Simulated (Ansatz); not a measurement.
# Direct or indirect: MgO (Fm-3m)

```
CELL_PARAMETERS angstrom
0.00000 2.10850 2.10850
2.10850 0.00000 2.10850
2.10850 2.10850 0.00000
ATOMIC_POSITIONS crystal
Mg 0.00000 0.00000 0.00000
O 0.50000 0.50000 0.50000
```

Method: Ansatz, PBE, independent particles, without spin-orbit coupling, line width 0.15 eV (Gaussian). The band structure gives a fundamental gap of 4.71 eV. The spectrum of vertical transitions near the edge:

```tsv
E (eV)	Im ε, E ∥ xyz
4.26	0.00
4.38	0.00
4.50	0.00
4.62	0.05
4.74	0.18
4.86	0.35
4.98	0.49
5.10	0.58
5.22	0.66
5.34	0.72
5.46	0.77
5.58	0.82
5.70	0.86
5.82	0.90
5.94	0.94
```

Q: Is the gap direct or indirect, and about where do vertical transitions set in?

A: Direct: the band path has its least direct gap at the fundamental one, 4.71 eV, and the curves rise from there. Lines are broadened by 0.15 eV, which spreads the edge.

[Logs are printed without paths, hosts, clocks, repeated set-up lines and the standing remarks that a program may print on its own settings, such as how far it seeks lower states.]
